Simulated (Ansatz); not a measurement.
# YS (Fm-3m): Grüneisen parameters

Aim: how the phonons of YS (Fm-3m) shift with volume, and the thermal expansion that follows.

Method: DFT PBEsol, scalar-relativistic, plane waves, norm-conserving pseudopotentials, in Ansatz 0.2.0.

This is a report of a sequence of runs, with most program output left out.

## (1) The structure

It takes space group Fm-3m (No. 225, cubic). Conventional cell: a = 5.459 Å, b = 5.459 Å, c = 5.459 Å, α = 90.00°, β = 90.00°, γ = 90.00°. Nearest to Y lie 6 S at 2.73 Å. Nearest to S lie 6 Y at 2.73 Å. Farther neighbours and most contacts between anions are not listed.

As a file:

```cif
data_structure
_symmetry_space_group_name_H-M 'Fm-3m'
_symmetry_Int_Tables_number 225
_cell_length_a 5.4587
_cell_length_b 5.4587
_cell_length_c 5.4587
_cell_angle_alpha 90.000
_cell_angle_beta 90.000
_cell_angle_gamma 90.000
_cell_volume 162.65
loop_
_atom_site_label
_atom_site_type_symbol
_atom_site_symmetry_multiplicity
_atom_site_Wyckoff_symbol
_atom_site_fract_x
_atom_site_fract_y
_atom_site_fract_z
_atom_site_occupancy
Y1 Y 4 b 0.50000 0.00000 0.00000 1
S1 S 4 a 0.00000 0.00000 0.00000 1
```

## (2) Response at finite wavevector

The cell comes from relaxations at this level that are not shown. Stability and thermal properties need the whole zone. Linear response on a 4×4×4 q mesh gives force constants as far as a supercell of that size would.

Input file input.yaml:

```yaml
crystal:
  lattice:
    - [0.0, 2.7293379418, 2.7293379418]
    - [2.7293379418, 0.0, 2.7293379418]
    - [2.7293379418, 2.7293379418, 0.0]
  atoms:
    - { symbol: "Y", position: [0.5, 0.5, 0.5] }
    - { symbol: S, position: [0.0, 0.0, 0.0] }
kpoints:
  mp_grid: { grid: [12, 12, 12] }
hamiltonian:
  xc: pbesol
  pseudopotentials: { kind: nc }
scf:
  occupations: { method: methfessel_paxton, width: 0.15 }
output:
  eigenvalues: true
phonons:
  method: dfpt
  qmesh: [4, 4, 4]
  temperatures: { t_max: 1000, t_step: 50 }
  qpath:
    path:
      - [[0.0, 0.0, 0.0], [0.5, 0.0, 0.5], [0.625, 0.25, 0.625]]
      - [[0.375, 0.375, 0.75], [0.0, 0.0, 0.0], [0.5, 0.5, 0.5], [0.5, 0.25, 0.75], [0.5, 0.0, 0.5]]
    npoints: 10
```

Command:

```
$ ansatz run input.yaml --threads 4 --pin off --max-ram 7168MiB --backend cpu --events-out ev --progress --plain --runs-dir out
```

It took 9.5 min on 4 threads of Arm Neoverse V2, shared host; peak memory 4.9 GiB.

Numbers from this step:

```yaml
volume_per_atom: 20.33 Å³
gap_on_the_k_mesh: 0 eV
sum_rule_residual_before_enforcement: 3.15e-5 eV/Å²
lowest_frequency_on_the_path: 0 cm⁻¹
point_group: m-3m
highest_frequency_on_the_path_or_at_a_solved_wavevector: 301.8 cm⁻¹
mean_frequency: 203.2 cm⁻¹
debye_temperature_second_moment: 413 K
logarithmic_mean_frequency: 180.6 cm⁻¹
highest_optical_mode_at_the_zone_centre_no_lo_to_term: 300.1 cm⁻¹
lowest_optical_zone_centre_mode: 300.1 cm⁻¹
lowest_mode_on_the_q_mesh_acoustic_modes_at_gamma_apart: 72.49 cm⁻¹
zero_point_energy_per_atom: 37.79 meV
heat_capacity_at_300_k: 22.77 J/(mol atoms K)
vibrational_entropy_at_300_k: 29.67 J/(mol atoms K)
edges_of_the_widest_gap_between_branches_on_path_and_mesh: 145.9, 281 cm⁻¹
```

Frequencies (cm⁻¹) solved at each irreducible wavevector; negative means imaginary. Frequencies by wavevector, by row:

```tsv
q in reciprocal lattice units	star	mode 1	mode 2	mode 3	mode 4	mode 5	mode 6
0 0 0	1	0	0	0	300.1	300.1	300.1
0 0 0.25	8	99	99	121.2	293.6	295.6	295.6
0 0 -0.5	4	132.4	145.9	145.9	281	281	301.8
0 0.25 0.25	6	72.5	72.5	142.9	292.9	296.8	296.8
0 0.25 -0.5	24	105.2	121.3	124.7	290.8	291.7	295.6
0 0.25 -0.25	12	93.1	137.6	138.6	284.1	291.3	293.3
0 -0.5 -0.5	3	98	98	107.8	295.1	295.1	299.5
0.25 -0.5 -0.25	6	108.1	108.1	120.3	287.5	293.2	293.2
```

Symmetry leaves 8 wavevectors to solve. The lowest mode among them, the acoustic zeros apart, lies at q = (0, 0.25, 0.25) and is real, 72.5 cm⁻¹.

## (3) Relaxing at another volume, volume ratio 0.97

The volume is scaled by 0.97 and held; symmetry leaves nothing to relax, so this is a single point. The modes can then be followed against volume.

input.yaml, the sections that differ from step 2:

```yaml
crystal:
  lattice:
    - [0.0, 2.7017669867, 2.7017669867]
    - [2.7017669867, 0.0, 2.7017669867]
    - [2.7017669867, 2.7017669867, 0.0]
  atoms:
    - { symbol: "Y", position: [0.5, 0.5, 0.5] }
    - { symbol: S, position: [0.0, 0.0, 0.0] }
output:
  forces: true
  stress: true
  eigenvalues: true
# kpoints, hamiltonian, scf: as in step 2
# phonons: removed
```

Run time: 1.6 s. Hardware: 4 threads; peak memory 0.39 GiB; 6.2 s of CPU time.

This run has no spin polarisation although its electron count is odd.

Numbers from this step:

| Property | Result |
| --- | --- |
| pressure | 3.367 GPa |
| volume per atom | 19.72 Å³ |

## (4) Phonons at the other volume, volume ratio 0.97

The phonons are repeated at this volume on the same k and q meshes.

input.yaml, the sections that differ from step 3:

```yaml
output:
  eigenvalues: true
phonons:
  method: dfpt
  qmesh: [4, 4, 4]
  temperatures: { t_max: 1000, t_step: 50 }
  qpath:
    path:
      - [[0.0, 0.0, 0.0], [0.5, 0.0, 0.5], [0.625, 0.25, 0.625]]
      - [[0.375, 0.375, 0.75], [0.0, 0.0, 0.0], [0.5, 0.5, 0.5], [0.5, 0.25, 0.75], [0.5, 0.0, 0.5]]
    npoints: 10
# crystal, kpoints, hamiltonian, scf: as in step 3
```

The job ended after 8.6 min (4 threads; peak memory 4.8 GiB; 34 min of CPU time).

This step gave:

| Quantity | Value |
| --- | --- |
| sum-rule residual before enforcement | 2.31e-5 eV/Å² |
| highest frequency on the path or at a solved wavevector | 317.7 cm⁻¹ |
| mean frequency | 214.5 cm⁻¹ |
| Debye temperature (second moment) | 436 K |
| logarithmic mean frequency | 190.3 cm⁻¹ |
| highest optical mode at the zone centre (no LO-TO term) | 317.5 cm⁻¹ |
| lowest optical zone-centre mode | 317.5 cm⁻¹ |
| lowest mode on the q mesh (acoustic modes at Γ apart) | 73.12 cm⁻¹ |
| zero-point energy per atom | 39.9 meV |
| heat capacity at 300 K | 22.54 J/(mol atoms K) |
| vibrational entropy at 300 K | 28.48 J/(mol atoms K) |
| edges of the widest gap between branches, on path and mesh | 155.1, 295.2 cm⁻¹ |

Frequencies (cm⁻¹) solved at each irreducible wavevector; negative means imaginary. Frequencies by wavevector, by row:

```tsv
q in reciprocal lattice units	star	mode 1	mode 2	mode 3	mode 4	mode 5	mode 6
0 0 0	1	0	0	0	317.5	317.5	317.5
0 0 0.25	8	105.3	105.3	127.8	310.1	311.7	311.7
0 0 -0.5	4	145	155.1	155.1	295.2	295.2	316.4
0 0.25 0.25	6	73.1	73.1	153.8	307.7	314.4	314.4
0 0.25 -0.5	24	112.6	127.2	131.4	307.5	307.9	312
0 0.25 -0.25	12	94.5	147.2	150.2	298.3	308	309.4
0 -0.5 -0.5	3	99.7	99.7	111.4	312.8	312.8	317.7
0.25 -0.5 -0.25	6	110.6	110.6	131.1	302.1	311.2	311.2
```

The highest optical mode at the zone centre (no LO-TO term) is 317.5 cm⁻¹, +17.4 cm⁻¹ against the base run.

## (5) Relaxing at another volume, volume ratio 1.03

The volume is scaled by 1.03 and held; symmetry leaves nothing to relax, so this is a single point. The modes can then be followed against volume.

input.yaml, the sections that differ from step 4:

```yaml
crystal:
  lattice:
    - [0.0, 2.7563628473, 2.7563628473]
    - [2.7563628473, 0.0, 2.7563628473]
    - [2.7563628473, 2.7563628473, 0.0]
  atoms:
    - { symbol: "Y", position: [0.5, 0.5, 0.5] }
    - { symbol: S, position: [0.0, 0.0, 0.0] }
output:
  forces: true
  stress: true
  eigenvalues: true
# kpoints, hamiltonian, scf: as in step 4
# phonons: removed
```

Run time: 1.7 s. Hardware: 4 threads; peak memory 0.4 GiB; 6.2 s of CPU time.

Numbers from this step:

```
pressure        : -2.868 GPa
volume per atom : 20.94 Å³
```

The run ends at a pressure of -2.87 GPa.

## (6) Phonons at the other volume, volume ratio 1.03

input.yaml, the sections that differ from step 5:

```yaml
output:
  eigenvalues: true
phonons:
  method: dfpt
  qmesh: [4, 4, 4]
  temperatures: { t_max: 1000, t_step: 50 }
  qpath:
    path:
      - [[0.0, 0.0, 0.0], [0.5, 0.0, 0.5], [0.625, 0.25, 0.625]]
      - [[0.375, 0.375, 0.75], [0.0, 0.0, 0.0], [0.5, 0.5, 0.5], [0.5, 0.25, 0.75], [0.5, 0.0, 0.5]]
    npoints: 10
# crystal, kpoints, hamiltonian, scf: as in step 5
```

The job ended after 9.6 min (4 threads; peak memory 5.1 GiB).

This step gave:

* sum-rule residual before enforcement: 1.40e-5 eV/Å²
* highest frequency on the path or at a solved wavevector: 287.8 cm⁻¹
* mean frequency: 192.3 cm⁻¹
* Debye temperature (second moment): 391 K
* logarithmic mean frequency: 171.1 cm⁻¹
* highest optical mode at the zone centre (no LO-TO term): 283.4 cm⁻¹
* lowest optical zone-centre mode: 283.4 cm⁻¹
* lowest mode on the q mesh (acoustic modes at Γ apart): 71.75 cm⁻¹
* zero-point energy per atom: 35.76 meV
* heat capacity at 300 K: 22.98 J/(mol atoms K)
* vibrational entropy at 300 K: 30.90 J/(mol atoms K)
* edges of the widest gap between branches, on path and mesh: 137.1, 267.3 cm⁻¹

Frequencies (cm⁻¹) solved at each irreducible wavevector; negative means imaginary. Frequencies by wavevector, by row:

```tsv
q in reciprocal lattice units	star	mode 1	mode 2	mode 3	mode 4	mode 5	mode 6
0 0 0	1	0	0	0	283.4	283.4	283.4
0 0 0.25	8	93.1	93.1	114.9	277.7	280.1	280.1
0 0 -0.5	4	120	137.1	137.1	267.3	267.3	287.8
0 0.25 0.25	6	71.8	71.8	132.4	278.6	279.9	279.9
0 0.25 -0.5	24	97.9	115.6	118.1	274.8	276.2	279.9
0 0.25 -0.25	12	91.6	127.3	128.4	270.4	274	279.1
0 -0.5 -0.5	3	96.1	96.1	103.9	278.1	278.1	282.2
0.25 -0.5 -0.25	6	105.5	105.5	109.8	273.5	275.9	275.9
```

The highest optical mode at the zone centre (no LO-TO term) is 283.4 cm⁻¹, -16.7 cm⁻¹ against the base run.

## (7) Grüneisen parameters

The Grüneisen parameter of a mode is minus the logarithmic change of its frequency with volume, −d ln ω / d ln V; weighted by heat capacity it gives the expansion.

Numbers from this step:

- bulk modulus: 103.9 GPa

Phonon branches along the path, in cm⁻¹:

```tsv
point	branch 1	branch 2	branch 3	branch 4	branch 5	branch 6
Γ	0	0	0	300	300	300
halfway	72	72	143	293	297	297
X	98	98	108	295	295	300
halfway	101	106	108	294	294	298
U	89	121	124	292	292	294
jump to K	89	121	124	292	292	294
halfway	83	124	136	290	293	294
Γ	0	0	0	300	300	300
halfway	99	99	121	294	296	296
L	132	146	146	281	281	302
halfway	111	121	139	286	289	296
W	108	108	120	288	293	293
halfway	98	109	114	292	294	296
X	98	98	108	295	295	300
```

The same for volume x 0.97:

```tsv
point	branch 1	branch 2	branch 3	branch 4	branch 5	branch 6
Γ	0	0	0	318	318	318
X	100	100	111	313	313	318
U	92	127	131	308	308	312
K	92	127	131	308	308	312
Γ	0	0	0	318	318	318
L	145	155	155	295	295	316
W	111	111	131	302	311	311
X	100	100	111	313	313	318
```

The same for volume x 1.03:

```tsv
point	branch 1	branch 2	branch 3	branch 4	branch 5	branch 6
Γ	0	0	0	283	283	283
X	96	96	104	278	278	282
U	87	115	117	276	276	276
K	87	115	117	276	276	276
Γ	0	0	0	283	283	283
L	120	137	137	267	267	288
W	106	106	110	274	276	276
X	96	96	104	278	278	282
```

Mode Grueneisen parameter -dln(w)/dln(V), modes matched by rank; at Γ the acoustic branches take the value of a neighbouring point of the path. The mode Grüneisen parameters at the labelled points ():

```tsv
point	branch 1	branch 2	branch 3	branch 4	branch 5	branch 6
Γ	-0.35	-0.35	2.18	1.89	1.89	1.89
halfway	0.32	0.32	2.50	1.66	1.94	1.94
X	0.61	0.61	1.16	1.95	1.95	1.97
halfway	1.13	0.99	1.07	1.93	1.91	1.99
U	0.95	1.61	1.88	1.80	1.84	2.02
jump to K	0.95	1.61	1.88	1.80	1.84	2.02
halfway	0.38	2.33	2.36	1.67	1.79	1.90
Γ	-0.32	2.49	1.65	1.89	1.89	1.89
halfway	2.05	2.05	1.77	1.84	1.78	1.78
L	3.15	2.06	2.06	1.66	1.66	1.58
halfway	2.14	1.73	2.41	1.69	1.87	1.75
W	0.79	0.79	2.95	1.66	2.01	2.01
halfway	1.06	1.94	0.69	1.82	1.97	1.99
X	0.61	0.61	1.16	1.95	1.95	1.97
```

(dS/dlnV)/C_V. Thermodynamic Grueneisen parameter against temperature:

```tsv
temperature (K)	thermodynamic Grueneisen parameter
50	1.62
100	1.74
150	1.76
200	1.77
250	1.78
300	1.78
350	1.78
400	1.78
450	1.78
500	1.78
550	1.78
600	1.78
650	1.78
700	1.78
750	1.78
800	1.78
850	1.78
900	1.78
950	1.78
1000	1.78
```

Gamma C_V/(B V) at the static volume. Table of volume expansion by temperature:

```tsv
temperature (K)	volume expansion (1e-6/K)
50	7.32
100	18.3
150	24.9
200	28.6
250	30.6
300	31.8
350	32.6
400	33.1
450	33.5
500	33.8
550	34.0
600	34.1
650	34.2
700	34.3
750	34.4
800	34.5
850	34.5
900	34.6
950	34.6
1000	34.6
```

## (8) Summary of results

```
bulk modulus                               : 104 GPa
thermodynamic Grüneisen parameter at 300 K : 1.777
volume expansion at 300 K, estimated       : 31.8 × 10⁻⁶ K⁻¹
```

**Reading.** By this estimate the volume grows by 31.8 × 10⁻⁶ per kelvin at 300 K. The highest optical mode at Γ goes from 318 to 283 cm⁻¹ as the cell grows, a Grüneisen parameter of 1.90. Mode parameters on the path run from -0.35 to 3.1, with a median of 1.9. Modes with negative values stiffen as the cell grows and pull against the expansion. Branches are matched by rank, so values near crossings are rough. The expansion is the Grüneisen estimate at the static volume, with the static bulk modulus. With no gap, or one that is small against the smearing, the frequencies hang on the k mesh and the smearing, most of all near Kohn anomalies. The phonon runs are without spin polarisation, although the cell has an odd electron count.

[Logs are printed without paths, hosts, clocks, repeated set-up lines and the standing remarks that a program may print on its own settings, such as how far it seeks lower states.]

[Hosts, paths, dates, database ids (printed as entryN), source tags and the programs' standing remarks are cut or masked in the printed files.]
